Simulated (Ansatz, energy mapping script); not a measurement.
# MnS: energy mapping under PBE+U (4 eV), part 2 of 3

Aim: the exchange couplings of MnS from the energies of a few collinear orders, and the ordering temperature that they give.

PBE with U = 4 eV on Mn d, ortho-atomic projectors; plane waves, U on orthogonalised atomic orbitals unless named otherwise, collinear spin, no spin–orbit coupling.

So far. Step 4 (Order 1: parallel, cell A of 4 atoms): The run ends ferromagnetic.

The database entry behind the starting cell differs from later determinations by our own check (an axis about 0.2 % short against later determinations), so it need not match the best structure at ambient conditions.

## Step 5: Order 2: compensated +−, cell A of 4 atoms

This order reverses 6 of the 12 neighbours at 3.68 Å, 6 of the 6 neighbours at 5.21 Å and 12 of the 24 neighbours at 6.38 Å, counted for an average magnetic atom.

Input file input.yaml:

```yaml
crystal:
  lattice:
    - [0.0, -2.6045, -2.6045]
    - [-2.6045, 0.0, -2.6045]
    - [2.6045, 2.6045, -5.209]
  atoms:
    - { symbol: Mn, position: [0.5, 0.5, 0.5], spin: 4.5 }
    - { symbol: Mn, position: [0.0, 0.0, 0.0], spin: -4.5 }
    - { symbol: S, position: [0.75, 0.75, 0.75] }
    - { symbol: S, position: [0.25, 0.25, 0.25] }
magnetization:
  spin_polarized: true
kpoints:
  mp_grid: { grid: [8, 8, 8] }
hamiltonian:
  xc: pbe
  hubbard:
    sites:
      - { species: Mn, l: d, u_eff: 4.0 }
      - { site: 0, l: d, u_eff: 4.0, starting_ns: [{ spin: up, occupation_matrix: mn1_major }, { spin: down, occupation_matrix: mn1_minor }] }
      - { site: 1, l: d, u_eff: 4.0, starting_ns: [{ spin: up, occupation_matrix: mn1_minor }, { spin: down, occupation_matrix: mn1_major }] }
    projectors: ortho-atomic
    occupation_matrices:
      mn1_major:
        matrix:
          - [0.992, 0.0, 0.0, 0.0, 0.0]
          - [0.0, 0.998, 0.0, 0.0, 0.0]
          - [0.0, 0.0, 0.998, 0.0, 0.0]
          - [0.0, 0.0, 0.0, 0.992, 0.0]
          - [0.0, 0.0, 0.0, 0.0, 0.998]
      mn1_minor:
        matrix:
          - [0.11, 0.0, 0.0, 0.0, 0.0]
          - [0.0, 0.025, 0.0, 0.0, 0.0]
          - [0.0, 0.0, 0.025, 0.0, 0.0]
          - [0.0, 0.0, 0.0, 0.11, 0.0]
          - [0.0, 0.0, 0.0, 0.0, 0.025]
scf:
  occupations: { method: fermi_dirac, width: 0.05 }
output:
  eigenvalues: true
  write_density: true
  write_potential: true
  elf: true
  volumetric_format: npy
```

Command:

```console
ansatz run input.yaml --threads 4 --pin off --max-ram 8192MiB --backend cpu --events-out ev --progress --plain --runs-dir out
```

Numbers of over 12 decimals in the logs are rounded to 6 here.

What it wrote:

```text
[...]
Crystal: 4 atoms, lattice volume = 70.670 Å³
Basis set: ecut = 420 eV, 1401 PW (Γ)
Bands: 31, of which v1, the nominal top of the filled ones, is band 21 counted from 1 (20 counted from 0)
Symmetry: 12 space group operations
[...]
k-points: 65 of 512
[...]
Starting moments: Σ|m| = 9 μB on 2 of 4 sites
Starting magnetic order: antiferromagnet; a translation exchanges its spin sublattices: spin-degenerate at every k-point
[...]
the translation (0.5, 0.5, 0.5) carries every atom to within crystal.symmetry.tolerance of an atom of its element with the starting moment reversed, but both spin channels are solved: the dense FFT box has an odd point count along it
SCF iter   1: F=—  HF=-9602.369620 eV  |F-HF|=—  |Δ(HF+E_count)|=         —  Δρ=4.86e-2 (↑4.86e-2 ↓4.86e-2)  dr2=4.25e0  dr2_m=3.07e-1  M=0.000 μB ∫|m|=9.123 μB  β_m=1.00  ethr=3.10e-3  ⟨swp⟩=4.2  Hψ=15040  notcnv=0  defer=2
[...]
SCF iter  11: F=-9602.243624 eV  HF=-9602.243624 eV  |F-HF|=2.10e-8  |Δ(HF+E_count)|=   1.55e-7  Δρ=2.91e-6 (↑2.91e-6 ↓2.89e-6)  dr2=1.97e-8  dr2_m=7.09e-11  M=0.000 μB ∫|m|=9.462 μB  ethr=2.38e-10  ⟨swp⟩=8.5  Hψ=16138  notcnv=0
SCF 1 converged in 11 iterations: F = -9602.243624 eV  dr2 = 1.97e-8
[...]
SCF converged after 11 iterations
Magnetization: 0.0000 μB (21.0000 up, 21.0000 down)
Absolute magnetization: 9.4651 μB (∫|ρ↑−ρ↓|, with the PAW one-centre terms)
[...]
Per-site moments (μB) at R_I (Å): [(4.417055, 1.074356), (-4.417051, 1.074356), (2.083627999125099e-7, 1.074356), (2.083627995857693e-7, 1.074356)]
Free energy (F): -9602.243624 eV
[...]
Internal energy: -9602.243624 eV  (E = F + TS)
E sigma→0 (E₀):  -9602.243624 eV
Fermi energy:    10.646221 eV
[...]
--- Specified on-site occupations, and those of the state reported ---
  electrons in the specified blocks: 10.5460 specified, 10.6194 found
[...]
--- Band table (eV; the first three rows and the last of 130) ---
  k-point 0 ↑: bands = [... 17 lower, 8.6280, 8.7613, 8.7613, 8.7647, 12.5585, 12.8260, 12.8260, 12.9282, ... 6 higher]
  k-point 1 ↑: bands = [... 17 lower, 8.4008, 8.4727, 9.0022, 9.0022, 12.8091, 12.8112, 12.8112, 12.8683, ... 6 higher]
  k-point 2 ↑: bands = [... 17 lower, 8.1684, 8.1684, 9.2689, 9.2689, 12.6703, 12.7683, 12.7683, 13.4265, ... 6 higher]
  k-point 64 ↓: bands = [... 17 lower, 6.3365, 6.9138, 8.3704, 8.4253, 12.3191, 13.0014, 13.1128, 13.3805, ... 6 higher]
Occupation matrices written to <dir>
```

It took 5.2 s on 4 threads of Arm Neoverse V1, shared host; peak memory 0.55 GiB; 20 s of CPU time.

Spin moment in the sphere by atom:

```tsv
atom	spin moment in the sphere (μB)
Mn1	4.42
Mn2	-4.42
S3	0.00
S4	0.00
```

The run ends antiferromagnetic, 59.70 meV a magnetic atom below the parallel order of its cell.

Spin density in the ac plane at fractional y = 0.000, with atoms of Mn within 0.2 Å of it.

Ten even steps from '0' (-8.3 e/Å³) to '9' (0.0 e/Å³), each cell a mean:
```
24799999999985
77899999999998
99999999999999
99999999999999
99999999999999
99999999999999
99999999999999
99999999999999
99999999999999
99999999999999
99999999999999
99999999999999
99999999999999
99999999999999
99999999999999
99999999999999
99999999999999
99999999999999
99999999999999
99999999999999
99999999999999
78999999999987
46899999999974
03799999999962
```
Columns run along a (3.7 Å), rows up along c (6.4 Å). Atoms in or near the plane, at fractional coordinates: Mn at (0.00, 0.00).

ELF in the ac plane at fractional y = 0.000, with atoms of Mn within 0.2 Å of it. It is the smooth field of the valence electrons, not physical close to the nuclei.

Ten even steps from '0' (0.05) to '9' (0.89), each cell a mean:
```
98631011110258
77521134431135
34311356764112
01002578888521
00013689999752
10013789999874
20003689999985
20001578999986
20000357899875
10000124677764
00000012345432
00111100112211
12344321000000
24577653100000
35789886410000
36899998631000
36899999752000
25899999863000
13689999862100
01368998742000
21136787631122
64212444311356
87410111101478
98620000001479
```
Columns run along a (3.7 Å), rows up along c (6.4 Å). Atoms in or near the plane, at fractional coordinates: Mn at (0.00, 0.00).

## Step 6: Another try at this order

The input is changed once more, to see how this run answers a poor choice.

Edit input.yaml of step 5 so:

```diff
@@ -39,7 +39,4 @@
   occupations: { method: fermi_dirac, width: 0.05 }
+  max_iter: [1, 2]
 output:
   eigenvalues: true
-  write_density: true
-  write_potential: true
-  elf: true
-  volumetric_format: npy
```

What it wrote:

```text
Error: YAML parse error: error: line 40 column 13: expected string scalar
  --> <input>:40:13
   |
38 | scf:
39 |   occupations: { method: fermi_dirac, width: 0.05 }
40 |   max_iter: [1, 2]
   |             ^ expected string scalar
41 | output:
42 |   eigenvalues: true
   |
```

Wall time 0.02 s (4 threads); peak memory 0.024 GiB.

The program refused the input before any cycle.

The program's message: “Error: YAML parse error: error: line 40 column 13: expected string scalar”

The change that led to it: scf.max_iter = [1, 2].

## Step 7: Run 3 (parallel; cell B, 4 atoms)

A new cell needs its own zero of energy.

This run holds the same structure in another cell (c 6.380 → 5.209 Å, α 73.2 → 90.0°, β 73.2 → 90.0°, γ 60.0 → 90.0°).

Input file input.yaml:

```yaml
crystal:
  lattice:
    - [0.0, -2.6045, -2.6045]
    - [0.0, 2.6045, -2.6045]
    - [5.209, 0.0, 0.0]
  atoms:
    - { symbol: Mn, position: [0.5, 0.5, 0.5], spin: 4.5 }
    - { symbol: Mn, position: [0.0, 0.0, 0.0], spin: 4.5 }
    - { symbol: S, position: [0.5, 0.5, 0.0] }
    - { symbol: S, position: [0.0, 0.0, 0.5] }
magnetization:
  spin_polarized: true
kpoints:
  mp_grid: { grid: [7, 7, 5] }
hamiltonian:
  xc: pbe
  hubbard:
    sites:
      - { species: Mn, l: d, u_eff: 4.0 }
      - { site: 0, l: d, u_eff: 4.0, starting_ns: [{ spin: up, occupation_matrix: mn1_major }, { spin: down, occupation_matrix: mn1_minor }] }
      - { site: 1, l: d, u_eff: 4.0, starting_ns: [{ spin: up, occupation_matrix: mn1_major }, { spin: down, occupation_matrix: mn1_minor }] }
    projectors: ortho-atomic
    occupation_matrices:
      mn1_major:
        matrix:
          - [0.992, 0.0, 0.0, 0.0, 0.0]
          - [0.0, 0.998, 0.0, 0.0, 0.0]
          - [0.0, 0.0, 0.998, 0.0, 0.0]
          - [0.0, 0.0, 0.0, 0.992, 0.0]
          - [0.0, 0.0, 0.0, 0.0, 0.998]
      mn1_minor:
        matrix:
          - [0.11, 0.0, 0.0, 0.0, 0.0]
          - [0.0, 0.025, 0.0, 0.0, 0.0]
          - [0.0, 0.0, 0.025, 0.0, 0.0]
          - [0.0, 0.0, 0.0, 0.11, 0.0]
          - [0.0, 0.0, 0.0, 0.0, 0.025]
scf:
  occupations: { method: fermi_dirac, width: 0.05 }
output:
  eigenvalues: true
```

What it wrote:

```text
[...]
Crystal: 4 atoms, lattice volume = 70.670 Å³
Basis set: ecut = 420 eV, 1393 PW (Γ)
Bands: 31, of which v1, the nominal top of the filled ones, is band 21 counted from 1 (20 counted from 0)
Symmetry: 32 space group operations
[...]
k-points: 30 of 245
[...]
Starting moments: Σ|m| = 9 μB on 2 of 4 sites
[...]
k-point 0 ↑: bands = [... 17 lower, 4.9156, 5.1697, 5.1697, 5.9713, 7.0314, 7.0314, 8.7008, 8.7008, ... 6 higher]
  k-point 1 ↑: bands = [... 17 lower, 4.8935, 5.0386, 5.0386, 6.6797, 7.2825, 7.2825, 8.3450, 8.6103, ... 6 higher]
  k-point 2 ↑: bands = [... 17 lower, 4.8138, 4.8138, 4.8358, 7.4625, 7.8108, 7.8108, 7.9017, 8.3090, ... 6 higher]
  k-point 29 ↓: bands = [... 17 lower, 12.6008, 12.6608, 12.8859, 13.1567, 13.2405, 13.2886, 13.4362, 13.6171, ... 6 higher]
Occupation matrices written to <dir>
[key lines of the parts left out:]
SCF converged after 12 iterations
Magnetization: 10.0000 μB (26.0000 up, 16.0000 down)
Free energy (F): -9602.123746 eV
Fermi energy:    10.667398 eV
```

Run time: 2.6 s. Hardware: 4 threads; peak memory 0.42 GiB; 9.6 s of CPU time.

The run ends ferromagnetic. For each magnetic atom its energy differs from the parallel run of the first cell by 0.24 meV, an error that one common reference would have brought in.

## Step 8: Run 4 (compensated +−; cell B, 4 atoms)

This order reverses 8 of the 12 neighbours at 3.68 Å, 0 of the 6 neighbours at 5.21 Å and 16 of the 24 neighbours at 6.38 Å, counted for an average magnetic atom.

Edit input.yaml of step 7 so:

```diff
@@ -7,3 +7,3 @@
     - { symbol: Mn, position: [0.5, 0.5, 0.5], spin: 4.5 }
-    - { symbol: Mn, position: [0.0, 0.0, 0.0], spin: 4.5 }
+    - { symbol: Mn, position: [0.0, 0.0, 0.0], spin: -4.5 }
     - { symbol: S, position: [0.5, 0.5, 0.0] }
@@ -20,3 +20,3 @@
       - { site: 0, l: d, u_eff: 4.0, starting_ns: [{ spin: up, occupation_matrix: mn1_major }, { spin: down, occupation_matrix: mn1_minor }] }
-      - { site: 1, l: d, u_eff: 4.0, starting_ns: [{ spin: up, occupation_matrix: mn1_major }, { spin: down, occupation_matrix: mn1_minor }] }
+      - { site: 1, l: d, u_eff: 4.0, starting_ns: [{ spin: up, occupation_matrix: mn1_minor }, { spin: down, occupation_matrix: mn1_major }] }
     projectors: ortho-atomic
```

What it wrote:

```text
[...]
Crystal: 4 atoms, lattice volume = 70.670 Å³
Basis set: ecut = 420 eV, 1393 PW (Γ)
Bands: 31, of which v1, the nominal top of the filled ones, is band 21 counted from 1 (20 counted from 0)
Symmetry: 16 space group operations
[...]
k-points: 30 of 245
[...]
Starting moments: Σ|m| = 9 μB on 2 of 4 sites
[...]
k-point 1 ↑: bands = [... 17 lower, 7.3224, 8.2975, 8.6468, 8.6468, 11.6426, 12.0075, 12.2739, 12.9161, ... 6 higher]
  k-point 2 ↑: bands = [... 17 lower, 7.6472, 7.8069, 8.3365, 8.3365, 11.6458, 12.2718, 12.8732, 13.3173, ... 6 higher]
  k-point 29 ↓: bands = [... 17 lower, 6.3072, 6.6874, 6.8392, 7.8172, 12.6582, 12.8305, 12.8948, 13.1689, ... 6 higher]
Occupation matrices written to <dir>
[key lines of the parts left out:]
SCF converged after 12 iterations
Magnetization: -0.0000 μB (21.0000 up, 21.0000 down)
Free energy (F): -9602.166808 eV
Fermi energy:    10.685009 eV
```

Run time: 2.6 s. Hardware: 4 threads; peak memory 0.43 GiB.

The run ends antiferromagnetic, 21.53 meV a magnetic atom below the parallel order of its cell.

## Step 9: Order 5: parallel, cell C of 6 atoms

The parallel order again, as the reference for this cell.

Input file input.yaml:

```yaml
crystal:
  lattice:
    - [0.0, 2.6045, 2.6045]
    - [-2.6045, 0.0, -2.6045]
    - [-5.209, -5.209, 5.209]
  atoms:
    - { symbol: Mn, position: [0.0, 0.0, 0.0], spin: 4.5 }
    - { symbol: Mn, position: [0.333333333, 0.666666667, 0.666666667], spin: 4.5 }
    - { symbol: Mn, position: [0.666666667, 0.333333333, 0.333333333], spin: 4.5 }
    - { symbol: S, position: [0.666666667, 0.333333333, 0.833333333] }
    - { symbol: S, position: [0.0, 0.0, 0.5] }
    - { symbol: S, position: [0.333333333, 0.666666667, 0.166666667] }
magnetization:
  spin_polarized: true
kpoints:
  mp_grid: { grid: [8, 8, 3] }
hamiltonian:
  xc: pbe
  hubbard:
    sites:
      - { species: Mn, l: d, u_eff: 4.0 }
      - { site: 0, l: d, u_eff: 4.0, starting_ns: [{ spin: up, occupation_matrix: mn1_major }, { spin: down, occupation_matrix: mn1_minor }] }
      - { site: 1, l: d, u_eff: 4.0, starting_ns: [{ spin: up, occupation_matrix: mn1_major }, { spin: down, occupation_matrix: mn1_minor }] }
      - { site: 2, l: d, u_eff: 4.0, starting_ns: [{ spin: up, occupation_matrix: mn1_major }, { spin: down, occupation_matrix: mn1_minor }] }
    projectors: ortho-atomic
    occupation_matrices:
      mn1_major:
        matrix:
          - [0.992, 0.0, 0.0, 0.0, 0.0]
          - [0.0, 0.998, 0.0, 0.0, 0.0]
          - [0.0, 0.0, 0.998, 0.0, 0.0]
          - [0.0, 0.0, 0.0, 0.992, 0.0]
          - [0.0, 0.0, 0.0, 0.0, 0.998]
      mn1_minor:
        matrix:
          - [0.11, 0.0, 0.0, 0.0, 0.0]
          - [0.0, 0.025, 0.0, 0.0, 0.0]
          - [0.0, 0.0, 0.025, 0.0, 0.0]
          - [0.0, 0.0, 0.0, 0.11, 0.0]
          - [0.0, 0.0, 0.0, 0.0, 0.025]
scf:
  occupations: { method: fermi_dirac, width: 0.05 }
output:
  eigenvalues: true
```

What it wrote:

```text
[...]
Crystal: 6 atoms, lattice volume = 106.005 Å³
Basis set: ecut = 420 eV, 2071 PW (Γ)
Bands: 46, of which v1, the nominal top of the filled ones, is band 32 counted from 1 (31 counted from 0)
Symmetry: 36 space group operations
[...]
k-points: 25 of 192
[...]
Starting moments: Σ|m| = 13.5 μB on 3 of 6 sites
[...]
k-point 0 ↑: bands = [... 28 lower, 4.9295, 4.9295, 6.1763, 6.1763, 8.7006, 8.7006, 8.7007, 9.8169, ... 10 higher]
  k-point 1 ↑: bands = [... 28 lower, 5.0361, 5.0361, 6.0084, 6.7894, 7.9288, 8.8840, 8.8840, 9.3248, ... 10 higher]
  k-point 2 ↑: bands = [... 28 lower, 5.0023, 5.0219, 6.2520, 6.3004, 7.9423, 8.5972, 8.7604, 8.9325, ... 10 higher]
  k-point 24 ↓: bands = [... 28 lower, 12.9374, 13.0428, 13.0794, 13.1996, 13.3506, 13.4312, 13.5726, 13.6044, ... 10 higher]
Occupation matrices written to <dir>
[key lines of the parts left out:]
SCF converged after 12 iterations
Magnetization: 15.0000 μB (39.0000 up, 24.0000 down)
Free energy (F): -14403.186284 eV
Fermi energy:    10.648948 eV
```

Elapsed: 4.6 s, on 4 threads; peak memory 0.54 GiB; 17 s of CPU time.

The run ends ferromagnetic. For each magnetic atom its energy differs from the parallel run of the first cell by 0.01 meV, an error that one common reference would have brought in.

## Step 10: Order 6: uncompensated ++−, cell C of 6 atoms

This order reverses 4 of the 12 neighbours at 3.68 Å, 4 of the 6 neighbours at 5.21 Å and 12 of the 24 neighbours at 6.38 Å, counted for an average magnetic atom.

Edit input.yaml of step 9 so:

```diff
@@ -8,3 +8,3 @@
     - { symbol: Mn, position: [0.333333333, 0.666666667, 0.666666667], spin: 4.5 }
-    - { symbol: Mn, position: [0.666666667, 0.333333333, 0.333333333], spin: 4.5 }
+    - { symbol: Mn, position: [0.666666667, 0.333333333, 0.333333333], spin: -4.5 }
     - { symbol: S, position: [0.666666667, 0.333333333, 0.833333333] }
@@ -23,3 +23,3 @@
       - { site: 1, l: d, u_eff: 4.0, starting_ns: [{ spin: up, occupation_matrix: mn1_major }, { spin: down, occupation_matrix: mn1_minor }] }
-      - { site: 2, l: d, u_eff: 4.0, starting_ns: [{ spin: up, occupation_matrix: mn1_major }, { spin: down, occupation_matrix: mn1_minor }] }
+      - { site: 2, l: d, u_eff: 4.0, starting_ns: [{ spin: up, occupation_matrix: mn1_minor }, { spin: down, occupation_matrix: mn1_major }] }
     projectors: ortho-atomic
```

What it wrote:

```text
[...]
Crystal: 6 atoms, lattice volume = 106.005 Å³
Basis set: ecut = 420 eV, 2071 PW (Γ)
Bands: 46, of which v1, the nominal top of the filled ones, is band 32 counted from 1 (31 counted from 0)
Symmetry: 12 space group operations
[...]
k-points: 25 of 192
[...]
Starting moments: Σ|m| = 13.5 μB on 3 of 6 sites
[...]
k-point 1 ↑: bands = [... 28 lower, 8.1407, 8.1407, 9.0359, 9.0359, 9.6934, 9.6934, 12.7153, 12.7903, ... 10 higher]
  k-point 2 ↑: bands = [... 28 lower, 7.9887, 8.1186, 8.7712, 8.8417, 9.1678, 9.6016, 12.6248, 12.8093, ... 10 higher]
  k-point 24 ↓: bands = [... 28 lower, 8.4321, 12.3360, 12.6817, 13.0453, 13.0474, 13.0850, 13.2191, 13.3502, ... 10 higher]
Occupation matrices written to <dir>
[key lines of the parts left out:]
SCF converged after 13 iterations
Magnetization: 5.0000 μB (34.0000 up, 29.0000 down)
Free energy (F): -14403.324930 eV
Fermi energy:    10.658542 eV
```

The job ended after 5.8 s (4 threads; peak memory 0.59 GiB).

The run ends ferrimagnetic, 46.22 meV a magnetic atom below the parallel order of its cell.

## Step 11: Run 7 (parallel; cell D, 6 atoms)

A new cell needs its own zero of energy.

This run holds the same structure in another cell (b 3.683 → 5.209 Å, c 9.022 → 6.380 Å, α 90.0 → 114.1°, β 90.0 → 106.8°, γ 120.0 → 90.0°).

Input file input.yaml:

```yaml
crystal:
  lattice:
    - [0.0, -2.6045, -2.6045]
    - [-5.209, 0.0, 0.0]
    - [2.6045, 5.209, -2.6045]
  atoms:
    - { symbol: Mn, position: [0.666666667, 0.666666667, 0.333333333], spin: 4.5 }
    - { symbol: Mn, position: [0.333333333, 0.333333333, 0.666666667], spin: 4.5 }
    - { symbol: Mn, position: [0.0, 0.0, 0.0], spin: 4.5 }
    - { symbol: S, position: [0.666666667, 0.166666667, 0.333333333] }
    - { symbol: S, position: [0.333333333, 0.833333333, 0.666666667] }
    - { symbol: S, position: [0.0, 0.5, 0.0] }
magnetization:
  spin_polarized: true
kpoints:
  mp_grid: { grid: [7, 7, 7] }
hamiltonian:
  xc: pbe
  hubbard:
    sites:
      - { species: Mn, l: d, u_eff: 4.0 }
      - { site: 0, l: d, u_eff: 4.0, starting_ns: [{ spin: up, occupation_matrix: mn1_major }, { spin: down, occupation_matrix: mn1_minor }] }
      - { site: 1, l: d, u_eff: 4.0, starting_ns: [{ spin: up, occupation_matrix: mn1_major }, { spin: down, occupation_matrix: mn1_minor }] }
      - { site: 2, l: d, u_eff: 4.0, starting_ns: [{ spin: up, occupation_matrix: mn1_major }, { spin: down, occupation_matrix: mn1_minor }] }
    projectors: ortho-atomic
    occupation_matrices:
      mn1_major:
        matrix:
          - [0.992, 0.0, 0.0, 0.0, 0.0]
          - [0.0, 0.998, 0.0, 0.0, 0.0]
          - [0.0, 0.0, 0.998, 0.0, 0.0]
          - [0.0, 0.0, 0.0, 0.992, 0.0]
          - [0.0, 0.0, 0.0, 0.0, 0.998]
      mn1_minor:
        matrix:
          - [0.11, 0.0, 0.0, 0.0, 0.0]
          - [0.0, 0.025, 0.0, 0.0, 0.0]
          - [0.0, 0.0, 0.025, 0.0, 0.0]
          - [0.0, 0.0, 0.0, 0.11, 0.0]
          - [0.0, 0.0, 0.0, 0.0, 0.025]
scf:
  occupations: { method: fermi_dirac, width: 0.05 }
output:
  eigenvalues: true
```

What it wrote:

```text
[...]
Crystal: 6 atoms, lattice volume = 106.005 Å³
Basis set: ecut = 420 eV, 2085 PW (Γ)
Bands: 46, of which v1, the nominal top of the filled ones, is band 32 counted from 1 (31 counted from 0)
Symmetry: 24 space group operations
[...]
k-points: 64 of 343
[...]
Starting moments: Σ|m| = 13.5 μB on 3 of 6 sites
[...]
k-point 0 ↑: bands = [... 28 lower, 5.2222, 5.2222, 6.4610, 6.4610, 6.5392, 6.5392, 8.7006, 8.7006, ... 10 higher]
  k-point 1 ↑: bands = [... 28 lower, 5.1751, 5.3682, 5.9656, 6.5426, 6.5953, 6.9809, 8.2168, 8.3344, ... 10 higher]
  k-point 2 ↑: bands = [... 28 lower, 5.1467, 5.5304, 5.6887, 6.6078, 6.7452, 7.4878, 7.5402, 7.6566, ... 10 higher]
  k-point 63 ↓: bands = [... 28 lower, 13.1878, 13.2791, 13.2791, 13.2826, 13.2827, 13.5287, 13.5287, 13.6110, ... 10 higher]
Occupation matrices written to <dir>
[key lines of the parts left out:]
SCF converged after 12 iterations
Magnetization: 15.0000 μB (39.0000 up, 24.0000 down)
Free energy (F): -14403.186311 eV
Fermi energy:    10.685137 eV
```

Wall time 11 s (4 threads); peak memory 0.77 GiB; 43 s of CPU time.

The run ends ferromagnetic. For each magnetic atom its energy differs from the parallel run of the first cell by 0.00 meV, an error that one common reference would have brought in.

[end of part 2 of 3]

[Logs and program files are shortened in this print: banners, set-up blocks, solver, clock and traceback lines can be left out without a mark of their own.]

[Logs are printed without paths, hosts, clocks, repeated set-up lines and the standing remarks that a program may print on its own settings, such as how far it seeks lower states.]

[Hosts, paths, dates, database ids (printed as entryN), source tags and the programs' standing remarks are cut or masked in the printed files.]

[Where a cell is said to come from a database of computed structures, the database is the Materials Project.]
